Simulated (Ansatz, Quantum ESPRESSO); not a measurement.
# TaSi3 (Fm-3m): zone-centre phonons, part 3 of 3

Aim: the zone-centre modes of TaSi3 (Fm-3m).

Quantum ESPRESSO 7.5; DFT PBEsol, scalar-relativistic, plane waves, GBRV ultrasoft pseudopotentials.

So far. Step 5 (Linear response at Γ): The acoustic modes at Γ come out as far as 5.0 cm⁻¹ from zero, where they should vanish, a small numerical error. Step 6 (Modes with the sum rule): The rule moves no optical mode by more than 0.1 cm⁻¹.

The structure was built from a prototype and need not be the compound's stable phase.

## (8) Cross-check with Ansatz

The same cell goes through another code, with its own cutoff. The potentials differ. Its k mesh is centred on Γ.

This step: DFT PBEsol, scalar-relativistic, plane waves, PseudoDojo norm-conserving pseudopotentials (Ansatz 0.2.0).

Input file input.yaml:

```yaml
crystal:
  lattice:
    - [-3.092090862, 0.0, 3.092090862]
    - [0.0, 3.092090862, 3.092090862]
    - [-3.092090862, 3.092090862, 0.0]
  atoms:
    - { symbol: Ta, position: [0.0, 0.0, 0.0] }
    - { symbol: Si, position: [0.5, 0.5, 0.5] }
    - { symbol: Si, position: [0.75, 0.75, 0.75] }
    - { symbol: Si, position: [0.25, 0.25, 0.25] }
kpoints:
  mp_grid: { grid: [8, 8, 8] }
hamiltonian:
  xc: pbesol
  pseudopotentials: { kind: nc, accuracy: standard }
scf:
  occupations: { method: cold, width: 0.27211 }
output:
  eigenvalues: true
phonons:
  method: dfpt
```

Started as:

```sh
ansatz run input.yaml --threads 4 --pin off --max-ram 8192MiB --backend cpu --events-out ev --progress --plain --runs-dir out
```

Numbers of over 12 decimals in the logs are rounded to 6 here.

The log of the run:

```text
zone centre: on kpoints.mp_grid the ground state, and the responses unless they are solved on pairs of k-points, stand on 59 of the mesh's 512 k-points, reduced under 8 symmetry operations, with k and −k counted as one. Each operation leaves every solved displacement unchanged or reverses it
Engine: ansatz 0.2.0, aarch64-unknown-linux-gnu
Pseudopotentials: kind: nc
Pseudopotential: Ta, nc, valence charge 13, recommended cutoff 789.130201 eV (normal), Ta.nc.azcp (PseudoDojo's, or run here from an input of PseudoDojo's; its table is named by hamiltonian.pseudopotentials.accuracy)
Pseudopotential: Si, nc, valence charge 4, recommended cutoff 489.804952 eV (normal), Si.nc.azcp (PseudoDojo's, or run here from an input of PseudoDojo's; its table is named by hamiltonian.pseudopotentials.accuracy)
Functional definition: PBEsol
  exchange = pbesol_x
  correlation = pbesol_c
Crystal: 4 atoms, lattice volume = 59.127 Å³
Basis set: ecut = 789.130201 eV, 2975 PW (Γ), exchange–correlation on 90×90×90 points (8 copies of the dense FFT grid, shifted against one another)
Bands: 17, of which v1, the nominal top of the filled ones, is band 13 counted from 1 (12 counted from 0)
Symmetry: 48 space group operations
k-points: 59 of 512 (irreducible under 8 space group operations, time reversal used)
Non-local potential: Ta, projectors of the file, l = 0: 2, l = 1: 2, l = 2: 2, l = 3: 2
Non-local potential: Si, projectors of the file, l = 0: 2, l = 1: 2, l = 2: 2
Initial density: superposition of atomic densities (chi_scale 0.1, normalization cell, long waves kept (reshape's long-wave potential 0.00 eV rms))
Initial wavefunctions: pseudopotential atomic-orbital guess
Functional: x = pbesol(κ = 0.804, μ = 0.123457), c = pbesol(β = 0.046)
SCF iter   1: F=—  HF=-2115.202483 eV  |F-HF|=—  |Δ(HF+E_count)|=         —  Δρ=3.46e-2  dr2=1.05e0  ethr=3.10e-3  ⟨swp⟩=5.6  Hψ=11327  notcnv=0
automatic band count: the SCF goes on with 21 bands, as 17 were too few: they end inside the smearing window of the response
preconditioner: auto → Kerker (q_TF=auto, 2.364 Å⁻¹)  [metal: Δε(μ)=0.002 eV  Ē_g=8.693 eV  σ=0.272 eV  W_gap=0.00  n_scr=14 (ndim 8)  ℏωp=19.9 eV  f_vac=0.000  D(μ)=3.72/eV (n_scr^D=50)]
SCF iter   2: F=—  HF=-2114.995688 eV  |F-HF|=—  |Δ(HF+E_count)|=   2.07e-1  S|Δr|=    0.00e0  Δρ=1.88e-2  dr2=2.27e-1  ethr=3.10e-3  ⟨swp⟩=1.0  Hψ=1711  notcnv=0
SCF iter   3: F=—  HF=-2114.924551 eV  |F-HF|=—  |Δ(HF+E_count)|=   7.11e-2  S|Δr|=    0.00e0  Δρ=4.55e-3  dr2=1.29e-2  ethr=9.09e-4  ⟨swp⟩=2.1  Hψ=1582  notcnv=0
SCF iter   4: F=—  HF=-2114.920188 eV  |F-HF|=—  |Δ(HF+E_count)|=   4.36e-3  S|Δr|=    0.00e0  Δρ=7.76e-4  dr2=3.45e-4  ethr=5.18e-5  ⟨swp⟩=2.5  Hψ=1880  notcnv=0
SCF iter   5: F=—  HF=-2114.920084 eV  |F-HF|=—  |Δ(HF+E_count)|=   1.03e-4  S|Δr|=    0.00e0  Δρ=1.33e-4  dr2=6.65e-6  ethr=1.38e-6  ⟨swp⟩=2.7  Hψ=1841  notcnv=0
SCF iter   6: F=—  HF=-2114.920081 eV  |F-HF|=—  |Δ(HF+E_count)|=   2.66e-6  S|Δr|=    0.00e0  Δρ=3.26e-5  dr2=2.81e-7  ethr=2.66e-8  ⟨swp⟩=2.3  Hψ=1837  notcnv=0
SCF iter   7: F=—  HF=-2114.920131 eV  |F-HF|=—  |Δ(HF+E_count)|=   4.98e-5  S|Δr|=    0.00e0  Δρ=5.72e-6  dr2=6.39e-9  ethr=1.12e-9  ⟨swp⟩=2.2  Hψ=1953  notcnv=0  defer=94
SCF iter   8: F=—  HF=-2114.920131 eV  |F-HF|=—  |Δ(HF+E_count)|=   1.15e-9  S|Δr|=    0.00e0  Δρ=1.12e-6  dr2=2.63e-10  ethr=2.56e-11  ⟨swp⟩=2.1  Hψ=1827  notcnv=0  defer=94
SCF iter   9: F=-2114.920131 eV  HF=-2114.920131 eV  |F-HF|=9.09e-13  |Δ(HF+E_count)|=  8.78e-11  S|Δr|=    0.00e0  Δρ=7.39e-8  dr2=1.22e-12  ethr=1.00e-12  ⟨swp⟩=10.6  Hψ=8469  notcnv=0
SCF 1 converged in 9 iterations: F = -2114.920131 eV  dr2 = 1.22e-12
DFPT response loops at Γ: preconditioner auto → Kerker (q_TF=auto, 2.364 Å⁻¹) (partly filled bands, converged f_vac=0.000); β = 1.00, the filter's whole step (`scf.mixing.beta` (0.50) is not read by the response loops under this deck's `scf.mixing.preconditioner`; to damp them name `kerker` or `kerker_dos`, under which they read `scf.mixing.beta`, and type it under 1.00, their step now; both keys bind the ground state too); Broyden in place of MSR1
SCF converged after 9 iterations
Stability not checked: this state was not tested for a lower state beside it, because cold or Methfessel-Paxton smearing, or corrected tetrahedra, fill the levels in a way that the test cannot read (fill_not_monotonic; see scf.lower_state_search)
Free energy (F): -2114.920131 eV
Harris-Foulkes:  -2114.920131 eV  (|F-HF|=9.09e-13)
Internal energy: -2114.899752 eV  (E = F + TS)
E sigma→0 (E₀):  -2114.913338 eV
Entropy (-TS):   -0.020379 eV (-5.095 meV/atom)
Fermi energy:    13.538013 eV
--- Per-component energies (eV) ---
  E_band       = -82.318906
  E_kinetic    = 600.229818
  E_local      = -1105.726814  (includes V_loc(G=0)·N_el)
  E_nonlocal   = 172.451751
  E_hartree    = 332.505392
  E_xc         = -529.554426
  E_vxc        = -414.284457  (∫ρ·V_xc dr)
  E_ewald      = -1584.805475
  E_smearing   = -0.020379  (= −TS)
  E_closure    = 0.000000  (closes the sum)
  Σ components = -2114.920131   (vs F -2114.920131, Δ=0.00e0)
--- Band table (eV; the first three rows and the last of 59) ---
  k-point 0: bands = [... 9 lower, 11.5564, 11.5564, 11.5564, 12.2403, 12.3268, 12.3268, 16.4630, 16.4630, ... 4 higher]
  k-point 1: bands = [... 9 lower, 10.9967, 10.9967, 11.4392, 13.2608, 13.2608, 13.8255, 15.2632, 16.1471, ... 4 higher]
  k-point 2: bands = [... 9 lower, 10.8387, 10.8387, 12.9703, 13.6205, 14.2592, 14.2592, 15.7569, 15.7569, ... 4 higher]
  k-point 58: bands = [... 9 lower, 10.0771, 12.9750, 12.9750, 13.8758, 16.0055, 18.2585, 18.3058, 18.3694, ... 4 higher]
--- Phonons (Γ-DFPT): 3 representative perturbations + reference, on 59 of 512 k-points (Σ response iterations 9) ---
  k mesh reduced under 8 symmetry operations, with k and −k counted as one. Each operation leaves every solved displacement unchanged or reverses it
  ASR residual: 2.094e-4 → 0.000e0 eV/Å²; symmetrization residual: 1.622e-5 eV/Å²
  ASR residual per site (eV/Å²): 2.09e-4 3.10e-7 1.23e-5 1.23e-5
  Γ frequencies (cm⁻¹): 0.00 0.00 0.00 51.27 51.27 51.27 153.80 153.80 153.80 202.78 202.78 202.78
  non-analytic LO–TO correction: not included (Born effective charges unavailable; polar crystals: no LO–TO splitting at Γ)
```

It took 13 s on 4 threads of Arm Neoverse V2, shared host; peak memory 0.93 GiB; 51 s of CPU time.

Read from the output:

```yaml
sum_rule_residual_before_enforcement: 2.09e-4 eV/Å²
highest_optical_zone_centre_mode_no_lo_to_term: 202.8 cm⁻¹
lowest_optical_zone_centre_mode: 51.27 cm⁻¹
```

## (9) Side by side: QE GBRV and Ansatz, PseudoDojo

Numbers from this step:

| Quantity | Value |
| --- | --- |
| root-mean-square difference | 0.94 cm⁻¹ |
| largest difference | 1.34 cm⁻¹ |

Frequencies side by side, by row:

```tsv
q (reciprocal lattice)	mode	QE GBRV (cm⁻¹)	Ansatz, PseudoDojo (cm⁻¹)
0 0 0	1	0	0
0 0 0	2	0	0
0 0 0	3	0	0
0 0 0	4	49.93	51.27
0 0 0	5	49.93	51.27
0 0 0	6	49.93	51.27
0 0 0	7	152.9	153.8
0 0 0	8	152.9	153.8
0 0 0	9	152.9	153.8
0 0 0	10	203	202.8
0 0 0	11	203	202.8
0 0 0	12	203	202.8
```

At the zone centre the largest difference (acoustic modes at Γ apart) is 0.7 % of the highest mode, but 3 % of the mode at 50 cm⁻¹ on which it sits.

## (10) Outcome

- space group after relaxation: Fm-3m
- volume per atom: 14.8 Å³
- highest optical zone-centre mode (no LO-TO term): 203.0 cm⁻¹
- lowest optical zone-centre mode: 49.9 cm⁻¹
- imaginary optical modes at the zone centre (no q mesh in this session): none
- largest difference from Ansatz, PseudoDojo: 1.34 cm⁻¹

What this shows: At the PBEsol level the optical modes of TaSi3 (Fm-3m) at the zone centre run from 50 to 203 cm⁻¹. Of the 9 optical modes, 6 are infrared active alone and 3 are Raman active alone; inversion symmetry keeps the two sets apart. QE GBRV and Ansatz, PseudoDojo differ by 0.9 cm⁻¹ in the root mean square and by 1.3 cm⁻¹ at most, 0.7 % of the highest mode compared (acoustic modes at Γ left out); the two use different potentials, and the cell was not relaxed for the second set. These are harmonic frequencies at zero temperature: anharmonic shifts and linewidths and thermal expansion are left out. Spin-orbit coupling is left out, which can matter for the heavy elements here. In a metal the frequencies hang on the k mesh and the smearing, most of all near Kohn anomalies. The runs are without spin polarisation, although the cell has an odd electron count or an open d or f shell, so a magnetic state was not tested. The structure is a hypothetical one, built on a prototype.

[Host names and launcher messages were left out of these logs when they were recorded.]

[Logs are printed without paths, hosts, clocks, repeated set-up lines and the standing remarks that a program may print on its own settings, such as how far it seeks lower states.]

[Hosts, paths, dates, database ids (printed as entryN), source tags and the programs' standing remarks are cut or masked in the printed files.]
